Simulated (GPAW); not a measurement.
# STM contrast on a 8-layer slab of Cu(100)

Aim: Tersoff-Hamann images of a 8-layer slab of Cu(100) at several biases.

Calculated with GPAW 26.7.0; GPAW, PAW setups; slab in vacuum, relaxation, in the first sound run; inputs show where later runs differ.

## Step 1: Set-up

The cell holds 8 atoms: 8 Cu. Its edges and angles: a = 2.553 Å, b = 2.553 Å, c = 26.635 Å, α = 90.0°, β = 90.0°, γ = 90.0°. Vacuum lies along c.

## Step 2: Relaxation

Forces are removed first; all later runs use this geometry. The lowest 4 atoms are held at bulk positions and keep their forces.

The input, run.py:

```python
import json
import numpy as np
from ase import Atoms
from ase.constraints import FixAtoms
from ase.optimize import BFGS
from gpaw import GPAW, PW

slab = Atoms(
    ['Cu', 'Cu', 'Cu', 'Cu', 'Cu', 'Cu', 'Cu', 'Cu'],
    positions=[
        [1.27633, 1.27633, 7.00000],
        [0.00000, 0.00000, 8.80500],
        [1.27633, 1.27633, 10.61000],
        [0.00000, 0.00000, 12.41500],
        [1.27633, 1.27633, 14.22000],
        [0.00000, 0.00000, 16.02500],
        [1.27633, 1.27633, 17.83000],
        [0.00000, 0.00000, 19.63500]],
    cell=[[2.55266, 0.0, 0.0], [0.0, 2.55266, 0.0], [0.0, 0.0, 26.635]],
    pbc=[True, True, False])

slab.calc = GPAW(mode=PW(400), xc='PBE', kpts={'size': (12, 12, 1), 'gamma': True},
                 occupations={'name': 'fermi-dirac', 'width': 0.1}, nbands='160%',
                 convergence={'density': 1e-05}, maxiter=200,
                 poissonsolver={'dipolelayer': 'xy'},
                 symmetry={'tolerance': 1e-3, 'extra_ids': [1, 1, 1, 1, 0, 0, 0, 0]}, txt='slab.txt')
result = {}
slab.set_constraint(FixAtoms([0, 1, 2, 3]))
path = []
opt = BFGS(slab, maxstep=0.2)
opt.attach(lambda: path.append((slab.get_potential_energy(), slab.positions.tolist(), slab.get_forces().tolist())))
result['relaxed'] = bool(opt.run(fmax=0.03, steps=40))
result['path'] = path
energy = slab.get_potential_energy()
fermi = slab.calc.get_fermi_level()
v = slab.calc.get_electrostatic_potential().mean((0, 1)) - fermi
n = slab.calc.get_pseudo_density().mean((0, 1))
L = slab.cell[2, 2]
z = np.arange(len(v)) * L / len(v)
low, high = slab.positions[:, 2].min(), slab.positions[:, 2].max()
below, above = np.interp([low - 4.8, high + 4.8], z, v)
slopes = [np.interp(x, z, np.gradient(v, z)) for x in (low - 4.8, high + 4.8)]
eps = np.array([[slab.calc.get_eigenvalues(k, s) for k in range(len(slab.calc.get_ibz_k_points()))]
                for s in range(slab.calc.get_number_of_spins())]) - fermi
top, bottom = eps[eps < 0].max(), eps[eps > 0].min()
dipole = slab.get_dipole_moment()[2]
print(f'energy {energy:.4f} eV, Fermi level {fermi:.4f} eV, dipole {dipole:.5f} e A')
print(f'potential 4.8 A off the faces, from the Fermi level: lower {below:.4f} eV, upper {above:.4f} eV')
print(f'slope of the potential there: lower {slopes[0]:.5f}, upper {slopes[1]:.5f} eV/A')
print(f'nearest levels on the mesh: {top:.4f} and {bottom:.4f} eV')
print('magnetic moment', round(slab.get_magnetic_moment(), 3))
result.update(energy=energy, fermi=fermi, dipole=dipole, below=below, above=above, slopes=slopes, edges=[top, bottom],
              z=z.tolist(), v=v.tolist(), n=n.tolist(), positions=slab.positions.tolist(),
              forces=slab.get_forces(apply_constraint=False).tolist(), moments=slab.get_magnetic_moments().tolist())
json.dump(result, open('result.json', 'w'))
```

Started as:

```
$ OMP_NUM_THREADS=1 OPENBLAS_NUM_THREADS=1 python run.py
```

The program printed:

```text
Step          Energy          fmax
BFGS:    0      -27.177553        0.219706
BFGS:    1      -27.178214        0.192510
BFGS:    2      -27.180485        0.073629
BFGS:    3      -27.180656        0.074483
BFGS:    4      -27.181940        0.105973
BFGS:    5      -27.183308        0.119795
BFGS:    6      -27.184397        0.128446
BFGS:    7      -27.185683        0.141216
BFGS:    8      -27.186433        0.120299
BFGS:    9      -27.187891        0.074402
BFGS:   10      -27.188278        0.042113
BFGS:   11      -27.188409        0.013526
energy -27.1378 eV, Fermi level 2.3348 eV, dipole 0.00039 e A
potential 4.8 A off the faces, from the Fermi level: lower 4.5685 eV, upper 4.5543 eV
slope of the potential there: lower -0.00067, upper 0.00067 eV/A
nearest levels on the mesh: -0.0145 and 0.0001 eV
magnetic moment 0.0
```

Run time: 16 min. Hardware: 1 thread of Intel Xeon 6975P-C (Granite Rapids), shared host; peak memory 0.28 GiB.

Relaxation path:

```
step  energy less that of the first step (eV)  largest force (eV/Å)
   1                                   0.0000                0.2197
   2                                  -0.0007                0.1925
   3                                  -0.0030                0.0736
   4                                  -0.0031                0.0745
   5                                  -0.0044                0.1060
   6                                  -0.0058                0.1198
   7                                  -0.0069                0.1284
   8                                  -0.0083                0.1412
   9                                  -0.0091                0.1203
  10                                  -0.0107                0.0744
  11                                  -0.0111                0.0421
  12                                  -0.0113                0.0135
```

The atoms that moved most (Å):

```
atom     dx     dy     dz  length
 Cu7  0.000  0.000  0.124   0.124
 Cu8  0.000  0.000  0.111   0.111
 Cu6  0.000  0.000  0.081   0.081
 Cu5  0.000  0.000  0.042   0.042
```

The relaxed structure:

```xyz
8
Lattice="2.5527 0.0000 0.0000 0.0000 2.5527 0.0000 0.0000 0.0000 26.6350" Properties=species:S:1:pos:R:3
Cu    1.2763    1.2763    7.0000
Cu    0.0000    0.0000    8.8050
Cu    1.2763    1.2763   10.6100
Cu    0.0000    0.0000   12.4150
Cu    1.2763    1.2763   14.2623
Cu    0.0000    0.0000   16.1062
Cu    1.2763    1.2763   17.9538
Cu    0.0000    0.0000   19.7457
```

Numbers from this step:

- dipole along the normal: 3.92e-4 e·Å
- levels nearest the Fermi level on the mesh: -0.01450, 1.45e-4 eV from the Fermi level
- upper work function: 4.554 eV
- lower work function: 4.569 eV

The electrostatic potential energy of an electron (without an applied field's), less the Fermi level, planar mean by z:

```
z (Å)  electrostatic potential energy of an electron (without an applied field's), less the Fermi level, planar mean (eV)
  0.0                                                                                                                4.56
  0.5                                                                                                                4.57
  1.0                                                                                                                4.57
  1.5                                                                                                                4.57
  2.0                                                                                                                4.57
  2.5                                                                                                                4.57
  3.0                                                                                                                4.57
  3.5                                                                                                                4.56
  4.0                                                                                                                4.55
  4.5                                                                                                                4.51
  5.0                                                                                                                4.35
  5.5                                                                                                                3.78
  6.0                                                                                                                1.74
  6.5                                                                                                               -5.59
  7.0                                                                                                               -15.7
  7.5                                                                                                               -6.01
  8.0                                                                                                               -1.87
  8.5                                                                                                               -11.2
  9.0                                                                                                               -13.8
  9.5                                                                                                               -2.89
 10.0                                                                                                               -4.05
 10.5                                                                                                               -15.2
 11.0                                                                                                               -8.88
 11.5                                                                                                               -1.65
 12.0                                                                                                               -8.24
 12.5                                                                                                               -15.5
 13.0                                                                                                               -4.32
 13.5                                                                                                               -1.99
 14.0                                                                                                               -12.1
 14.5                                                                                                               -12.7
 15.0                                                                                                               -2.21
 15.5                                                                                                               -4.00
 16.0                                                                                                               -15.2
 16.5                                                                                                               -8.68
 17.0                                                                                                               -1.35
 17.5                                                                                                               -7.22
 18.0                                                                                                               -16.0
 18.5                                                                                                               -5.31
 19.0                                                                                                               -2.31
 19.5                                                                                                               -12.4
 20.0                                                                                                               -12.1
 20.5                                                                                                              -0.799
 21.0                                                                                                                3.09
 21.5                                                                                                                4.14
 22.0                                                                                                                4.44
 22.5                                                                                                                4.52
 23.0                                                                                                                4.54
 23.5                                                                                                                4.55
 24.0                                                                                                                4.55
 24.5                                                                                                                4.55
 25.0                                                                                                                4.55
 25.5                                                                                                                4.55
 26.0                                                                                                                4.55
 26.5                                                                                                                4.56
```

Table of pseudo valence density, planar mean by z:

```
z (Å)  pseudo valence density, planar mean (e/Å³)
  3.5                                      1.8e-4
  4.0                                      6.3e-4
  4.5                                     0.00224
  5.0                                     0.00815
  5.5                                      0.0287
  6.0                                       0.109
  6.5                                       0.569
  7.0                                        2.04
  7.5                                       0.601
  8.0                                       0.328
  8.5                                        1.17
  9.0                                        1.62
  9.5                                       0.380
 10.0                                       0.425
 10.5                                        1.83
 11.0                                       0.899
 11.5                                       0.307
 12.0                                       0.820
 12.5                                        1.88
 13.0                                       0.437
 13.5                                       0.332
 14.0                                        1.36
 14.5                                        1.44
 15.0                                       0.342
 15.5                                       0.437
 16.0                                        1.90
 16.5                                       0.889
 17.0                                       0.297
 17.5                                       0.686
 18.0                                        1.93
 18.5                                       0.524
 19.0                                       0.352
 19.5                                        1.41
 20.0                                        1.33
 20.5                                       0.226
 21.0                                      0.0549
 21.5                                      0.0149
 22.0                                     0.00420
 22.5                                     0.00119
 23.0                                      3.3e-4
 23.5                                      9.5e-5
```

The relaxation lowered the energy of the cell by 0.0113 eV (energies extrapolated to zero smearing; the optimiser's log prints free energies). The largest force left on a free atom is 0.014 eV/Å.

(Continued in part 2 of 2.)

[Logs are printed without paths, hosts, clocks, repeated set-up lines and the standing remarks that a program may print on its own settings, such as how far it seeks lower states.]

[Hosts, paths, dates, database ids (printed as entryN), source tags and the programs' standing remarks are cut or masked in the printed files.]
